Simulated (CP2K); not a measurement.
Consider isothiazole at its PBE geometry (Å).

```xyz
8

C    -0.3931   -0.6309   -0.1022
C     1.0014   -0.4879    0.1187
N     1.4598    0.7557    0.2723
S     0.1853    1.8017    0.1502
C    -1.0050    0.6066   -0.1107
H    -0.9086   -1.5775   -0.2450
H     1.7160   -1.3098    0.1723
H    -2.0558    0.8421   -0.2557
```

Method: CP2K XAS_TDP, all-electron GAPW, PBEh(45%), aug-cc-pVDZ, TDA, no relativity.

Q: Where do the N K-edge lines lie, and how strong are they?

Leading lines: N3 395.34 eV. The leading line of an atom is its first one with 35 % of the strongest within 2.5 eV of its lowest line over the strength cut. 

The first six lines of each atom with a strength over 0.0015:

```csv
atom,energy (eV),states,"strength, one atom"
N3 (bonded to C and S),395.34,1,0.0476
,397.74,1,0.0391
,400.35,1,0.0054
,401.68,1,0.0046
,402.31,1,0.0033
,402.84,1,0.0021
```

Lines are vertical, at one geometry, with no vibrational structure. Without a correction of the core level, line positions, and the gaps between valence and Rydberg lines, follow the share of exact exchange. At this level such K lines come out 3 to 6 eV under measured ones. These values hold no scalar relativity, about 0.2 eV for N 1s. Rydberg lines, and the discretised continuum above threshold, depend on the basis and the box.

[Banner, clock and machine lines of the logs are left out without a mark of their own.]

[Logs are printed without paths, hosts, clocks, repeated set-up lines and the standing remarks that a program may print on its own settings, such as how far it seeks lower states.]

[Hosts, paths, dates, database ids (printed as entryN), source tags and the programs' standing remarks are cut or masked in the printed files.]
